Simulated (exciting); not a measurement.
## Electron–core-hole interaction in the S L₂,₃ spectrum of CsLaS2

How far do the exchange and direct terms reshape the S L₂,₃ edge of CsLaS2?

Main program and level: exciting sodium; X-ray absorption, core-level Bethe-Salpeter equation, exchange and statically screened direct term, Tamm-Dancoff, all-electron LAPW+lo LDA.

### 1. Set-up

It takes space group R-3m (No. 166, trigonal). Conventional cell: a = 4.332 Å, b = 4.332 Å, c = 24.302 Å, α = 90.00°, β = 90.00°, γ = 120.00°. Nearest to La lie 6 S at 2.93 Å. Nearest to Cs lie 6 S at 3.56 Å. Nearest to S lie 3 La at 2.93 Å and 3 Cs at 3.56 Å. Farther neighbours and most contacts between anions are not listed.

Coordinates:

```cif
data_structure
_symmetry_space_group_name_H-M 'R-3m:H'
_symmetry_Int_Tables_number 166
_cell_length_a 4.3320
_cell_length_b 4.3320
_cell_length_c 24.3019
_cell_angle_alpha 90.000
_cell_angle_beta 90.000
_cell_angle_gamma 120.000
_cell_volume 394.95
loop_
_atom_site_label
_atom_site_type_symbol
_atom_site_symmetry_multiplicity
_atom_site_Wyckoff_symbol
_atom_site_fract_x
_atom_site_fract_y
_atom_site_fract_z
_atom_site_occupancy
La1 La 3 b 0.66667 0.33333 0.83333 1
Cs1 Cs 3 a 0.00000 0.00000 0.00000 1
S1 S 6 c 0.00000 0.00000 0.77091 1
```

Differences between curves are given as r.m.s. difference over r.m.s. height.

### 2. Ground state

The species files are the program's own, with muffin-tin radii set in the input.

input.xml

```
<input>
  <title>CsLaS2</title>
  <structure speciespath="." autormt="false" epslat="1.0e-5">
    <crystal>
      <basevect>4.0931101409 2.3631582417 15.3080037591</basevect>
      <basevect>-4.0931101409 2.3631582417 15.3080037591</basevect>
      <basevect>0.0000000000 -4.7263164834 15.3080037591</basevect>
    </crystal>
    <species speciesfile="La.xml" rmt="2.464">
      <atom coord="0.5000000000 0.5000000000 0.5000000000"/>
    </species>
    <species speciesfile="Cs.xml" rmt="2.464">
      <atom coord="0.0000000000 0.0000000000 0.0000000000"/>
    </species>
    <species speciesfile="S.xml" rmt="2.300">
      <atom coord="0.7709144900 0.7709144900 0.7709144900"/>
      <atom coord="0.2290855100 0.2290855100 0.2290855100"/>
    </species>
  </structure>
  <groundstate do="fromscratch" xctype="LDA_PW" ngridk="3 3 3" rgkmax="7" gmaxvr="14" nempty="8" swidth="0.001" maxscl="100" epsengy="1e-5"/>
</input>
```

Command:

```console
OMP_NUM_THREADS=1 mpirun -n 4 exciting
```

What it wrote:

```text
EXCITING SODIUM started
********************************************************************************
* Ground-state run starting from atomic densities                              *
********************************************************************************
+ Starting initialization                                                      +
 Lattice vectors (cartesian) :
      4.0931101409      2.3631582417     15.3080037591
     -4.0931101409      2.3631582417     15.3080037591
      0.0000000000     -4.7263164834     15.3080037591
 Reciprocal lattice vectors (cartesian) :
      0.7675319123      0.4431347562      0.1368169969
     -0.7675319123      0.4431347562      0.1368169969
     -0.0000000000     -0.8862695123      0.1368169969
 Unit cell volume                           :     888.4153334408
 Brillouin zone volume                      :       0.2792052367
 Species :    1 (La)
     parameters loaded from                 :    La.xml
     name                                   :    lanthanum
     nuclear charge                         :     -57.00000000
     electronic charge                      :      57.00000000
     atomic mass                            :  253209.23640000
     muffin-tin radius                      :       2.46400000
     # of radial points in muffin-tin       :     600
     atomic positions (lattice) :
       1 :   0.00000000  0.00000000  0.00000000
 Species :    2 (Cs)
     parameters loaded from                 :    Cs.xml
     name                                   :    caesium
     nuclear charge                         :     -55.00000000
     electronic charge                      :      55.00000000
     atomic mass                            :  242271.81440000
     muffin-tin radius                      :       2.46400000
     # of radial points in muffin-tin       :     600
     atomic positions (lattice) :
       1 :   0.50000000  0.50000000  0.50000000
 Species :    3 (S)
     parameters loaded from                 :    S.xml
     name                                   :    sulphur
     nuclear charge                         :     -16.00000000
     electronic charge                      :      16.00000000
     atomic mass                            :   58452.74216000
     muffin-tin radius                      :       2.30000000
     # of radial points in muffin-tin       :     300
     atomic positions (lattice) :
       1 :   0.27091449  0.27091449  0.27091449
       2 :   0.72908551  0.72908551  0.72908551
 Total number of atoms per unit cell        :       4
 Spin treatment                             :    spin-unpolarised
 Number of Bravais lattice symmetries       :      12
 Number of crystal symmetries               :      12
 k-point grid                               :       3    3    3
 Total number of k-points                   :       6
 k-point set is reduced with crystal symmetries
 R^MT_min * |G+k|_max (rgkmax)              :       7.00000000
 Species with R^MT_min                      :       3 (S)
 Maximum |G+k| for APW functions            :       3.04347826
 Maximum |G| for potential and density      :      14.00000000
 G-vector grid sizes                        :      72    72    72
 Total number of G-vectors                  :   41157
 Maximum angular momentum used for
     APW functions                          :       8
     computing H and O matrix elements      :       8
     potential and density                  :       8
     inner part of muffin-tin               :       2
 Total nuclear charge                       :    -144.00000000
 Total electronic charge                    :     144.00000000
 Total core charge                          :     102.00000000
 Total valence charge                       :      42.00000000
 Number of empty states                     :       8
 Total number of valence states             :      30
 Maximum Hamiltonian size                   :     463
 Maximum number of plane-waves              :     427
 Total number of local-orbitals             :      36
 Exchange-correlation type                  :       3
     Perdew-Wang, Phys. Rev. B 45, 13244 (1992)
 Smearing scheme                            :    Gaussian
 Smearing width                             :       0.00100000
 Using multisecant Broyden potential mixing
+ Ending initialization                                                        +
********************************************************************************
* Groundstate module started                                                   *
********************************************************************************
 Output level for this task is set to normal
+ Self-consistent loop started                                                 +
 Density and potential initialised from atomic data
+ SCF iteration number :    1                                                  +
 Total energy                               :    -17071.10272276
 _______________________________________________________________
 Fermi energy                               :         0.14287471
 Kinetic energy                             :     18170.95242351
 Coulomb energy                             :    -34808.74445498
 Exchange energy                            :      -419.97979022
 Correlation energy                         :       -13.33090106
 DOS at Fermi energy (states/Ha/cell)       :         0.00000000
 Electron charges :
     core                                   :       102.00000000
     core leakage                           :         0.00154898
     valence                                :        42.00000000
     interstitial                           :         8.01535848
     charge in muffin-tin spheres :
                  atom     1    La          :        53.59698051
                  atom     2    Cs          :        52.11688791
                  atom     3     S          :        15.13538655
                  atom     4     S          :        15.13538655
     total charge in muffin-tins            :       135.98464152
     total charge                           :       144.00000000
 Estimated fundamental gap                  :         0.13116420
        valence-band maximum at    1      0.0000  0.0000  0.0000
     conduction-band minimum at    6      0.6667  0.3333  0.3333
[... further iterations ...]
| Convergence targets achieved. Performing final SCF iteration                 +
 Total energy                               :    -17071.75220928
 _______________________________________________________________
 Fermi energy                               :         0.17445081
 Kinetic energy                             :     18169.95467236
 Coulomb energy                             :    -34808.56825127
 Exchange energy                            :      -419.81728617
 Correlation energy                         :       -13.32134420
 DOS at Fermi energy (states/Ha/cell)       :         0.00000000
 Electron charges :
     core                                   :       102.00000000
     core leakage                           :         0.00155978
     valence                                :        42.00000000
     interstitial                           :         8.45893089
     charge in muffin-tin spheres :
                  atom     1    La          :        53.70756115
                  atom     2    Cs          :        52.22466607
                  atom     3     S          :        14.80442095
                  atom     4     S          :        14.80442095
     total charge in muffin-tins            :       135.54106911
     total charge                           :       144.00000000
 Estimated fundamental gap                  :         0.09306911
        valence-band maximum at    1      0.0000  0.0000  0.0000
     conduction-band minimum at    6      0.6667  0.3333  0.3333
+ Self-consistent loop stopped                                                 +
 STATE.OUT is written
********************************************************************************
* Groundstate module stopped                                                   *
********************************************************************************
 Total time spent (seconds)                 :        51.70
- CAUTION! Warnings have been written in file WARNING.OUT !                    -
| EXCITING SODIUM stopped                                                      =
```

Run time: 52 s. Hardware: 4 MPI ranks of Arm Neoverse V1, shared host.

The warnings file holds hints only, no warning.

The mesh shows a gap of 2.53 eV. Core levels (Dirac, from the valence top):

| atom | level | energy (eV) |
| --- | --- | --- |
| S | 1s1/2 | -2388.3 |
| S | 2s1/2 | -202.3 |
| S | 2p1/2 | -148.8 |
| S | 2p3/2 | -147.5 |

### 3. A richer basis for the empty states

Each species file gets more local orbitals, built from u and its energy derivative at 0.15 Ha and u at 0.9 Ha.

input.xml is that of step 2.

SPECIES.xml, added lines

```
<lo l="L">  <!-- L = 0, 1, 2, and 3 from Cs on -->
  <wf matchingOrder="0" trialEnergy="0.1500" searchE="false"/>
  <wf matchingOrder="1" trialEnergy="0.1500" searchE="false"/>
  <wf matchingOrder="0" trialEnergy="0.9000" searchE="false"/>
</lo>
```

Command:

```console
OMP_NUM_THREADS=1 mpirun -n 4 exciting
```

What it wrote:

```text
EXCITING SODIUM started
********************************************************************************
* Ground-state run starting from atomic densities                              *
********************************************************************************
+ Starting initialization                                                      +
[... lattice and species ...]
 Spin treatment                             :    spin-unpolarised
 Number of Bravais lattice symmetries       :      12
[...]
+ Self-consistent loop stopped                                                 +
 STATE.OUT is written
********************************************************************************
* Groundstate module stopped                                                   *
********************************************************************************
 Total time spent (seconds)                 :        50.80
- CAUTION! Warnings have been written in file WARNING.OUT !                    -
| EXCITING SODIUM stopped                                                      =
[key lines of the parts left out:]
Total energy                               :    -17071.75372622
Fermi energy                               :         0.17460831
```

Wall time 52 s (4 MPI ranks).

Against the first ground state the total energy moves by -10 meV an atom and the gap by 0.00 eV.

[end of part 1 of 3]

[Banner, clock and machine lines of the logs are left out without a mark of their own.]

[Logs are printed without paths, hosts, clocks, repeated set-up lines and the standing remarks that a program may print on its own settings, such as how far it seeks lower states.]

[Hosts, paths, dates, database ids (printed as entryN), source tags and the programs' standing remarks are cut or masked in the printed files.]
